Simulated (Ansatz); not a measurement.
# Mn4Pb, from a guessed structure to a relaxed one

Starting from a made-up structure for Mn4Pb, the aim is the relaxed cell, its shortest contacts and, where a second run follows, its electronic structure.

Program: Ansatz 0.2.0. Level of theory: DFT, PBE, plane-wave PAW, files of the set soft_1, scalar-relativistic, ferromagnetic start, cell and ions relaxed at zero pressure; PAW set soft_1. Results are calculated unless marked as measured.

## Step 1: Set-up

It takes space group I4/mmm (No. 139, tetragonal). Conventional cell: a = 4.040 Å, b = 4.040 Å, c = 9.650 Å, α = 90.00°, β = 90.00°, γ = 90.00°. Nearest to Pb lie 16 Mn at 3.08 to 3.15 Å. Nearest to Mn lie 8 Mn at 2.38 to 2.86 Å and 4 Pb at 3.15 Å. Nearest to Mn lie 5 Mn at 2.29 to 2.38 Å and 4 Pb at 3.08 Å. Farther neighbours are not listed.

## Step 2: Relaxation of the guess

The guessed cell has no reason to be at equilibrium. It is relaxed with the atoms, within the space group of the guess.

File input.yaml:

```yaml
crystal:
  lattice:
    - [-2.02, 2.02, 4.825]
    - [2.02, -2.02, 4.825]
    - [2.02, 2.02, -4.825]
  atoms:
    - { symbol: Pb, position: [0.0, 0.0, 0.0] }
    - { symbol: Mn, position: [0.25, 0.75, 0.5], spin: 4.0 }
    - { symbol: Mn, position: [0.3812, 0.3812, 0.0], spin: 4.0 }
    - { symbol: Mn, position: [0.6188, 0.6188, 0.0], spin: 4.0 }
    - { symbol: Mn, position: [0.75, 0.25, 0.5], spin: 4.0 }
magnetization:
  spin_polarized: true
kpoints:
  mp_grid: { grid: [9, 9, 9] }
scf:
  occupations: { method: fermi_dirac, width: 0.05 }
hamiltonian:
  xc: pbe
  pseudopotentials: { kind: paw, azcp: { folder: soft_1 } }
relax:
  f_tol: 0.015
  max_steps: 70
  cell: {}
output:
  forces: true
  stress: true
```

Launch:

```console
$ ansatz run input.yaml --threads 4 --pin off --max-ram 8192MiB --backend cpu --events-out ev --progress --plain --runs-dir out
```

Numbers of over 12 decimals in the logs are rounded to 6 here.

Log:

```text
Engine: ansatz 0.2.0, x86_64-unknown-linux-gnu
Pseudopotentials: kind: paw
Pseudopotential: Pb, paw, valence charge 14, recommended cutoff 420 eV (normal), soft_1/Pb.paw.azcp
Pseudopotential: Mn, paw, valence charge 15, recommended cutoff 420 eV (normal), soft_1/Mn.paw.azcp
Functional definition: PBE
  parameter kappa = 0.804
  parameter beta = 0.066725
  exchange = pbe_x(kappa = kappa, mu = beta*pi^2/3)
  correlation = pbe_c(beta = beta)
Crystal: 5 atoms, lattice volume = 78.752 Å³
Basis set: ecut = 420 eV, 1557 PW (Γ), exchange–correlation on 80×80×80 points (8 copies of the dense FFT grid, shifted against one another)
Bands: 54, of which v1, the nominal top of the filled ones, is band 37 counted from 1 (36 counted from 0)
Symmetry: 16 space group operations
Space group: I4/mmm (ITA 139), of the structure as read, at distance tolerance 4.3e-5 Å
Magnetic group: BNS 139.531 (UNI 1191), of the structure as read, at distance tolerance 4.3e-5 Å
k-points: 75 of 729
Non-local potential: Pb, projectors of the file, l = 0: 2, l = 1: 2, l = 2: 2, l = 3: 1
Non-local potential: Mn, projectors of the file, l = 0: 3, l = 1: 2, l = 2: 3, l = 3: 1
PAW form: soft (Blöchl's): semilocal exchange-correlation on the pseudo side does not see the compensation charge
PAW one-centre angular grid: Pb, 590 points (default); XC on 64 Gauss nodes
PAW one-centre angular grid: Mn, 590 points (default); XC on 64 Gauss nodes
Initial density: superposition of atomic densities (chi_scale 0.1, normalization cell, long waves kept (reshape's long-wave potential 0.01 eV rms))
Starting moments: Σ|m| = 16 μB on 4 of 5 sites
Initial wavefunctions: pseudopotential atomic-orbital guess
Functional: x = pbe(κ = 0.804, μ = 0.219515), c = pbe(β = 0.066725)
SCF iter   1: F=—  HF=-27495.871066 eV  |F-HF|=—  |Δ(HF+E_count)|=         —  Δρ=6.53e-2 (↑3.81e-2 ↓6.53e-2)  dr2=1.62e1  dr2_m=3.20e-1  M=14.011 μB ∫|m|=14.213 μB  β_m=0.30  ethr=3.10e-3  ⟨swp⟩=6.6  Hψ=30431  notcnv=0  defer=54
Mixer restart at iter 1: flushing history
preconditioner: auto → Kerker (q_TF=auto, 2.700 Å⁻¹)  [metal: Δε(μ)=0.008 eV  Ē_g=9.656 eV  σ=0.050 eV  W_gap=0.04  n_scr=32 (ndim 8)  ℏωp=27.1 eV  f_vac=0.000  D(μ)=6.04/eV (n_scr^D=76)]
spin=Collinear: Kerker preconditioning applied to the charge; magnetization (m = ρ↑ − ρ↓) channel mixes plain (no charge-response kernel on spin).
SCF iter   2: F=—  HF=-27497.722225 eV  |F-HF|=—  |Δ(HF+E_count)|=    1.85e0  Δρ=5.34e-2 (↑2.25e-2 ↓5.34e-2)  dr2=9.92e0  dr2_m=4.49e-1  M=13.561 μB ∫|m|=13.798 μB  β_m=0.65  ethr=3.10e-3  ⟨swp⟩=3.0  Hψ=13895  notcnv=0  defer=724
SCF iter   3: F=—  HF=-27498.786441 eV  |F-HF|=—  |Δ(HF+E_count)|=    1.06e0  Δρ=3.29e-2 (↑1.13e-2 ↓3.29e-2)  dr2=2.44e0  dr2_m=2.31e-1  M=12.166 μB ∫|m|=12.500 μB  β_m=0.73  ethr=3.10e-3  ⟨swp⟩=3.4  Hψ=15612  notcnv=0  defer=691
SCF iter   4: F=—  HF=-27498.200442 eV  |F-HF|=—  |Δ(HF+E_count)|=   5.86e-1  Δρ=5.99e-2 (↑5.99e-2 ↓1.57e-2)  dr2=1.69e0  dr2_m=8.61e-1  M=9.662 μB ∫|m|=10.051 μB  β_m=0.87  ethr=3.10e-3  ⟨swp⟩=3.4  Hψ=14360  notcnv=0  defer=689
SCF iter   5: F=—  HF=-27499.473865 eV  |F-HF|=—  |Δ(HF+E_count)|=    1.27e0  Δρ=5.02e-2 (↑5.02e-2 ↓2.22e-2)  dr2=7.32e-1  dr2_m=8.99e-1  M=7.912 μB ∫|m|=8.276 μB  β_m=0.36  ethr=2.28e-3  ⟨swp⟩=2.3  Hψ=12776  notcnv=0  defer=691
SCF iter   6: F=—  HF=-27499.964113 eV  |F-HF|=—  |Δ(HF+E_count)|=   4.90e-1  Δρ=3.27e-2 (↑2.89e-2 ↓3.27e-2)  dr2=3.86e-2  dr2_m=6.77e-1  M=6.373 μB ∫|m|=6.757 μB  β_m=0.97  ethr=9.90e-4  ⟨swp⟩=2.8  Hψ=14192  notcnv=0  defer=691
SCF iter   7: F=—  HF=-27505.601036 eV  |F-HF|=—  |Δ(HF+E_count)|=         —  Δρ=1.91e-1 (↑1.91e-1 ↓1.61e-1)  dr2=8.55e-1  dr2_m=2.23e1  M=1.951 μB ∫|m|=5.654 μB  β_m=1.00  ethr=5.22e-5  ⟨swp⟩=3.0  Hψ=17498  notcnv=0  defer=691
Mixer restart at iter 7: flushing history
SCF iter   8: F=—  HF=-27502.872319 eV  |F-HF|=—  |Δ(HF+E_count)|=    2.73e0  Δρ=7.97e-2 (↑6.60e-2 ↓7.97e-2)  dr2=1.28e0  dr2_m=3.40e0  M=1.839 μB ∫|m|=8.711 μB  β_m=0.97  ethr=6.76e-5  ⟨swp⟩=3.5  Hψ=20308  notcnv=0  defer=701
SCF iter   9: F=—  HF=-27503.006844 eV  |F-HF|=—  |Δ(HF+E_count)|=   1.35e-1  Δρ=4.95e-2 (↑4.95e-2 ↓4.57e-2)  dr2=3.02e0  dr2_m=6.04e-1  M=1.471 μB ∫|m|=7.556 μB  β_m=0.78  ethr=6.76e-5  ⟨swp⟩=4.0  Hψ=25045  notcnv=0  defer=699
SCF iter  10: F=—  HF=-27502.056873 eV  |F-HF|=—  |Δ(HF+E_count)|=   9.50e-1  Δρ=2.91e-2 (↑2.53e-2 ↓2.91e-2)  dr2=1.79e-1  dr2_m=4.68e-1  M=1.687 μB ∫|m|=9.126 μB  β_m=0.89  ethr=6.76e-5  ⟨swp⟩=3.5  Hψ=20816  notcnv=0  defer=766
SCF iter  11: F=—  HF=-27501.934557 eV  |F-HF|=—  |Δ(HF+E_count)|=   1.22e-1  Δρ=8.57e-3 (↑8.57e-3 ↓7.71e-3)  dr2=2.54e-2  dr2_m=3.79e-2  M=1.655 μB ∫|m|=9.247 μB  β_m=0.95  ethr=6.76e-5  ⟨swp⟩=2.1  Hψ=15235  notcnv=0  defer=743
SCF iter  12: F=—  HF=-27501.921106 eV  |F-HF|=—  |Δ(HF+E_count)|=   1.35e-2  Δρ=3.07e-3 (↑1.86e-3 ↓3.07e-3)  dr2=1.24e-2  dr2_m=9.23e-4  M=1.615 μB ∫|m|=9.212 μB  β_m=0.67  ethr=3.43e-5  ⟨swp⟩=2.0  Hψ=15585  notcnv=0  defer=741
SCF iter  13: F=—  HF=-27501.919729 eV  |F-HF|=—  |Δ(HF+E_count)|=   1.38e-3  Δρ=3.09e-4 (↑2.24e-4 ↓3.09e-4)  dr2=1.46e-4  dr2_m=8.53e-6  M=1.630 μB ∫|m|=9.219 μB  β_m=0.84  ethr=1.68e-5  ⟨swp⟩=2.0  Hψ=11840  notcnv=0  defer=741
SCF iter  14: F=—  HF=-27501.919861 eV  |F-HF|=—  |Δ(HF+E_count)|=   1.32e-4  Δρ=4.57e-4 (↑2.09e-4 ↓4.57e-4)  dr2=3.61e-4  dr2_m=1.37e-5  M=1.632 μB ∫|m|=9.222 μB  β_m=0.84  ethr=1.97e-7  ⟨swp⟩=2.0  Hψ=13582  notcnv=0  defer=741
SCF iter  15: F=—  HF=-27501.919890 eV  |F-HF|=—  |Δ(HF+E_count)|=   2.89e-5  Δρ=1.21e-4 (↑1.01e-4 ↓1.21e-4)  dr2=5.13e-5  dr2_m=2.94e-7  M=1.635 μB ∫|m|=9.225 μB  β_m=0.92  ethr=1.97e-7  ⟨swp⟩=2.0  Hψ=10244  notcnv=0  defer=741
SCF iter  16: F=—  HF=-27501.919888 eV  |F-HF|=—  |Δ(HF+E_count)|=   2.19e-6  Δρ=5.98e-5 (↑5.98e-5 ↓1.49e-5)  dr2=2.02e-6  dr2_m=8.32e-7  M=1.636 μB ∫|m|=9.222 μB  β_m=0.96  ethr=6.93e-8  ⟨swp⟩=1.9  Hψ=9087  notcnv=0  defer=741
SCF iter  17: F=—  HF=-27501.919888 eV  |F-HF|=—  |Δ(HF+E_count)|=   5.50e-7  Δρ=6.22e-6 (↑5.27e-6 ↓6.22e-6)  dr2=9.36e-8  dr2_m=9.88e-9  M=1.635 μB ∫|m|=9.223 μB  β_m=0.98  ethr=2.73e-9  ⟨swp⟩=2.0  Hψ=10366  notcnv=0  defer=741
SCF iter  18: F=—  HF=-27501.919888 eV  |F-HF|=—  |Δ(HF+E_count)|=   3.51e-9  Δρ=5.69e-6 (↑5.69e-6 ↓3.44e-6)  dr2=5.88e-8  dr2_m=3.33e-9  M=1.635 μB ∫|m|=9.223 μB  β_m=0.99  ethr=1.26e-10  ⟨swp⟩=2.0  Hψ=11113  notcnv=0  defer=741
SCF iter  19: F=-27501.919888 eV  HF=-27501.919888 eV  |F-HF|=7.45e-9  |Δ(HF+E_count)|=   1.81e-9  Δρ=1.89e-6 (↑1.89e-6 ↓1.63e-6)  dr2=7.94e-9  dr2_m=3.56e-10  M=1.635 μB ∫|m|=9.223 μB  ethr=7.95e-11  ⟨swp⟩=2.0  Hψ=22244  notcnv=0
[...]
SCF 3 converged in 11 iterations: F = -27501.983106 eV  dr2 = 6.66e-8
relax step   3: F+E_penalty+E_count = -27501.98310563 eV  Δ(F+E_penalty+E_count) = -2.062e-2 eV  max|allowed force component| = 9.291e-2 eV/Å  Δτ_max = 0.0053 Å  P = +0.064 GPa  Ω = 74.573 Å³  energy of the carried Pulay correction = +5.973e-3 eV  (11 SCF iters, dr2 threshold 5.00e-7 eV, accepted)
[...]
relax step   4: F+E_penalty+E_count = -27501.98414731 eV  Δ(F+E_penalty+E_count) = -1.042e-3 eV  max|allowed force component| = 4.153e-2 eV/Å  Δτ_max = 0.0075 Å  P = -0.000 GPa  Ω = 74.578 Å³  energy of the carried Pulay correction = +5.965e-3 eV  (11 SCF iters, dr2 threshold 5.00e-7 eV, accepted)
[...]
relax step   5: F+E_penalty+E_count = -27501.98450275 eV  Δ(F+E_penalty+E_count) = -3.554e-4 eV  max|allowed force component| = 1.835e-4 eV/Å  Δτ_max = 0.0063 Å  P = -0.019 GPa  Ω = 74.530 Å³  energy of the carried Pulay correction = +6.036e-3 eV  (11 SCF iters, dr2 threshold 1.08e-7 eV, accepted)
[...]
relax step   6: F+E_penalty+E_count = -27501.97903553 eV  Δ(F+E_penalty+E_count) = +5.467e-3 eV  max|allowed force component| = 2.563e-3 eV/Å  Δτ_max = 0.0000 Å  P = -0.031 GPa  Ω = 74.530 Å³  stress off target by 5.46e-2 GPa  SCF on the basis re-selected at this cell (its energy is not comparable with the rows above)  (12 SCF iters)
[...]
relax step   7: F+E_penalty+E_count = -27501.97911425 eV  Δ(F+E_penalty+E_count) = -7.872e-5 eV  max|allowed force component| = 9.688e-4 eV/Å  Δτ_max = 0.0006 Å  P = +0.004 GPa  Ω = 74.489 Å³  energy of the carried Pulay correction = +5.851e-5 eV  (11 SCF iters, dr2 threshold 7.44e-9 eV, accepted)
iter 1 solved again at ethr=5.36e-8 eV; its pass at ethr=3.10e-3 eV (dr2=3.97e-5 eV) is discarded
SCF iter   1: F=—  HF=-27501.979051 eV  |F-HF|=—  |Δ(HF+E_count)|=         —  Δρ=1.91e-6 (↑1.91e-6 ↓1.83e-6)  dr2=1.68e-9  dr2_m=4.80e-10  M=1.449 μB ∫|m|=7.490 μB  β_m=0.65  ethr=5.36e-8  ⟨swp⟩=3.9  Hψ=54985  notcnv=0
eigensolver tolerance schedule: the retry pair's looser diagonalisation over-reported the residual by 23568.76 of it (diagonalisation noise at 0.69 of the residual, at the tolerance the schedule requests for it); recorded, not acted on — ethr = c·dr2/N_el stays at c = 1.0e-1
preconditioner: auto → Kerker (q_TF=auto, 2.189 Å⁻¹)  [metal: Δε(μ)=0.005 eV  Ē_g=10.533 eV  σ=0.050 eV  W_gap=0.03  n_scr=10 (ndim 8)  ℏωp=27.9 eV  f_vac=0.000  D(μ)=5.87/eV (n_scr^D=76)]
spin=Collinear: Kerker preconditioning applied to the charge; magnetization (m = ρ↑ − ρ↓) channel mixes plain (no charge-response kernel on spin).
SCF iter   2: F=—  HF=-27501.979051 eV  |F-HF|=—  |Δ(HF+E_count)|=   5.56e-7  Δρ=1.17e-6 (↑1.11e-6 ↓1.17e-6)  dr2=6.77e-10  dr2_m=4.77e-10  M=1.449 μB ∫|m|=7.489 μB  β_m=0.48  ethr=2.27e-12  ⟨swp⟩=3.3  Hψ=18963  notcnv=0
SCF iter   3: F=—  HF=-27501.979051 eV  |F-HF|=—  |Δ(HF+E_count)|=  3.09e-10  Δρ=5.15e-7 (↑4.88e-7 ↓5.15e-7)  dr2=7.56e-11  dr2_m=4.40e-11  M=1.449 μB ∫|m|=7.489 μB  β_m=0.59  ethr=1.00e-12  ⟨swp⟩=2.0  Hψ=9802  notcnv=0
SCF iter   4: F=—  HF=-27501.979051 eV  |F-HF|=—  |Δ(HF+E_count)|=  6.18e-10  Δρ=3.22e-7 (↑3.22e-7 ↓3.05e-7)  dr2=1.42e-11  dr2_m=5.54e-11  M=1.449 μB ∫|m|=7.489 μB  β_m=0.80  ethr=1.00e-12  ⟨swp⟩=1.0  Hψ=8100  notcnv=0
SCF iter   5: F=—  HF=-27501.979051 eV  |F-HF|=—  |Δ(HF+E_count)|=  2.11e-10  Δρ=2.64e-7 (↑2.64e-7 ↓2.45e-7)  dr2=1.37e-11  dr2_m=4.21e-11  M=1.449 μB ∫|m|=7.489 μB  β_m=0.90  ethr=1.00e-12  ⟨swp⟩=1.0  Hψ=8100  notcnv=0
SCF iter   6: F=—  HF=-27501.979051 eV  |F-HF|=—  |Δ(HF+E_count)|=  4.37e-11  Δρ=2.73e-7 (↑2.73e-7 ↓2.68e-7)  dr2=3.01e-11  dr2_m=3.82e-11  M=1.449 μB ∫|m|=7.489 μB  β_m=0.95  ethr=1.00e-12  ⟨swp⟩=1.6  Hψ=8679  notcnv=0
SCF iter   7: F=-27501.979051 eV  HF=-27501.979051 eV  |F-HF|=4.37e-11  |Δ(HF+E_count)|=  3.64e-12  Δρ=1.20e-7 (↑1.20e-7 ↓1.03e-7)  dr2=3.51e-11  dr2_m=8.17e-13  M=1.449 μB ∫|m|=7.489 μB  ethr=1.00e-12  ⟨swp⟩=2.8  Hψ=22984  notcnv=0
the starting moments were not kept: 2 of 4 ended reversed and 2 kept their direction, counting a site from 0.1 μB. The largest reversed, site 2 (counted from 0, in the order of the report's site_moments_mub), started with +4.0 μB and closes at -1.4e0 μB in its sphere. The net magnetisation is 1.4e0 μB in size, at most 0.1 of the 16 μB that the starting moments add up to as vectors.
SCF 8 converged in 7 iterations: F = -27501.979051 eV  dr2 = 3.51e-11
relax step   8: F+E_penalty+E_count = -27501.97905148 eV  Δ(F+E_penalty+E_count) = +6.277e-5 eV  max|allowed force component| = 9.056e-4 eV/Å  Δτ_max = 0.0000 Å  P = +0.003 GPa  Ω = 74.489 Å³  stress off target by 9.35e-3 GPa  SCF on the basis re-selected at this cell (its energy is not comparable with the rows above)  (7 SCF iters)
basis re-selected at this cell: Δ(F+E_penalty+E_count) = +6.277e-5 eV, ΔP = -0.000 GPa vs the last step (what re-selecting the basis moved, of the pressure what is left beyond the Pulay correction that the steps carried, after the strain that the cell walked since its last selection, with what the two solves' SCF thresholds leave and, on support functions, any second-order correction that the steps lacked; it is no m [...]
SCF converged after 7 iterations
Magnetization: 1.4493 μB (37.7247 up, 36.2753 down)
Absolute magnetization: 7.4920 μB (∫|ρ↑−ρ↓|, with the PAW one-centre terms)
Spin contamination: 1.9276 ħ² per cell (⟨S²⟩ above its minimum at these occupations)
Per-site moments (μB) at R_I (Å): [(0.00585697, 1.233303), (2.050754, 0.964800), (-1.359373, 0.955417), (-1.359373, 0.955417), (2.050754, 0.964800)]
Free energy (F): -27501.979051 eV
Harris-Foulkes:  -27501.979051 eV  (|F-HF|=4.37e-11)
Internal energy: -27501.931925 eV  (E = F + TS)
E sigma→0 (E₀):  -27501.955488 eV
Entropy (-TS):   -0.047127 eV (-9.425 meV/atom)
Fermi energy:    16.404321 eV
--- Per-component energies (eV) ---
  E_band       = -831.851273
  E_kinetic    = 1576.565806
  E_local      = -9679.383166  (includes V_loc(G=0)·N_el)
  E_nonlocal   = 2136.818918
  E_hartree    = 3753.105096
  E_xc         = -643.336485
  E_vxc        = -698.148914  (∫ρ·V_xc dr)
  E_paw        = -15705.014682  (= ΣΔE_a)
  E_vpaw       = -1673.914983  (= ΣTr[D̂ρ^β])
  E_aug_tail   = 0.000395  (compensation charges beyond the density's cutoff)
  E_ewald      = -8940.687807
  E_smearing   = -0.047127  (= −TS)
  E_closure    = -0.000000  (closes the sum)
  Σ components = -27501.979051   (vs F -27501.979051, Δ=0.00e0)
--- Forces (eV/Å), atoms counted from 1 ---
  atom   1  Pb     0.00000000     0.00000000     0.00000000
  atom   2  Mn    -0.00000000    -0.00000000     0.00000000
  atom   3  Mn     0.00000000     0.00000000    -0.00090558
  atom   4  Mn     0.00000000    -0.00000000     0.00090558
  atom   5  Mn    -0.00000000    -0.00000000     0.00000000
  max |Σ_I F_I| component: 2.43e-17 eV/Å
--- Stress (GPa, compression-positive) ---
        0.009345       0.000000      -0.000000
        0.000000       0.009345      -0.000000
        0.000000       0.000000      -0.008722
  P = ⅓ Tr σ = 0.0033 GPa (0.033 kbar)
--- Relaxed structure (6 steps of the walk, 6 accepted, 2 SCFs on fresh bases) ---
  F+E_penalty+E_count = -27501.97905148 eV   max|allowed force component| = 9.056e-4 eV/Å   (the final SCF, on the basis selected at the relaxed cell)
  cell:  # Å, volume = 74.4888 Å³
    - [-1.949091, 1.949091, 4.901928]
    - [1.949091, -1.949091, 4.901928]
    - [1.949091, 1.949091, -4.901928]
  atoms:
    - { symbol: Pb, position: [0, 0, 0] }
    - { symbol: Mn, position: [0.250000, 0.750000, 0.500000] }
    - { symbol: Mn, position: [0.381875, 0.381875, 0] }
    - { symbol: Mn, position: [0.618125, 0.618125, 0] }
    - { symbol: Mn, position: [0.750000, 0.250000, 0.500000] }
```

The job ended after 60 s (4 threads of Intel Xeon 6975P-C (Granite Rapids), shared host; peak memory 0.92 GiB; 3.7 min of CPU time).

Step by step:

```csv
step,energy less that of the first step (eV),largest force component (eV/Å),pressure (GPa),volume (Å³)
1,0.0000,0.0380,-3.03,78.75
2,-0.0426,0.0573,-1.71,76.88
3,-0.0632,0.0929,0.06,74.57
4,-0.0643,0.0415,0.00,74.58
5,-0.0646,0.0002,-0.02,74.53
6*,-0.0591,0.0026,-0.03,74.53
7,-0.0592,0.0010,0.00,74.49
8*,-0.0592,0.0009,0.00,74.49
```

Relaxation steps marked * repeat the geometry before them on a plane-wave basis chosen anew for their cell, so energy and pressure can jump there.

Forces are held to the 16 operations that the run works with; a distortion that breaks them can't arise in this run.

```
conventional cell, symmetrised  before  after  change
                         a (Å)   4.040  3.898  -3.5 %
                         b (Å)   4.040  3.898  -3.5 %
                         c (Å)   9.650  9.804  +1.6 %
              volume (Å³/atom)   15.75  14.90  -5.4 %
```

Final coordinates:

```
Pb Mn
1.0
    -1.94909    1.94909    4.90193
     1.94909   -1.94909    4.90193
     1.94909    1.94909   -4.90193
Pb Mn
1 4
Cartesian
  0.0000 0.0000 0.0000
  1.9491 0.0000 2.4510
  0.0000 0.0000 3.7438
  0.0000 0.0000 6.0600
  0.0000 1.9491 2.4510
```

This step gave:

```
free energy             : -27501.9791 eV
energy at zero smearing : -27501.9555 eV
smearing term TS        : 0.04713 eV
Fermi energy            : 16.40 eV
magnetization           : 1.449 μB
absolute magnetization  : 7.492 μB
site moments            : 0.005857, 2.051, -1.359, -1.359, 2.051 μB
electrons               : 74
symmetry operations     : 16
pressure                : 0.003323 GPa
```

Site moment by atom:

```
atom  site moment (μB)
 Pb1              0.01
 Mn2              2.05
 Mn3             -1.36
 Mn4             -1.36
 Mn5              2.05
```

Shortest distances by pair of elements, guess and relaxed (not always the same contact):

| pair | guess (Å) | relaxed (Å) |
| --- | --- | --- |
| Mn–Mn | 2.293 | 2.316 |
| Mn–Pb | 3.078 | 2.990 |
| Pb–Pb | 4.040 | 3.898 |

The relaxation ends with a largest force component of 9.1e-4 eV/Å and a pressure of 0.00 GPa.

## Step 3: What came out

```yaml
space_group_relaxed: I4/mmm
conventional_cell: a = 3.898, b = 3.898, c = 9.804 Å; α = 90.0°, β = 90.0°, γ = 90.0°
volume_per_atom: 14.90 Å³ (guess 15.75)
total_moment: 1.45 μB in the cell of 5 atoms
```

Mn4Pb relaxes to I4/mmm with a = 3.898, b = 3.898 and c = 9.804 Å. The guessed volume was 6 % too large. The space group I4/mmm was held in the relaxation, so the end point is a stationary structure within it and may be a saddle against distortions or other arrangements. The input starts from parallel moments, and no other start was typed; the run left that order, and the end state is ferrimagnetic. Mesh and cutoff weren't tested. Spin-orbit coupling is left out, which can matter for elements this heavy. No dispersion term is used, so weakly bound directions may come out too long. Nothing here tests whether the compound is stable against decomposition.

[Logs are printed without paths, hosts, clocks, repeated set-up lines and the standing remarks that a program may print on its own settings, such as how far it seeks lower states.]

[Hosts, paths, dates, database ids (printed as entryN), source tags and the programs' standing remarks are cut or masked in the printed files.]
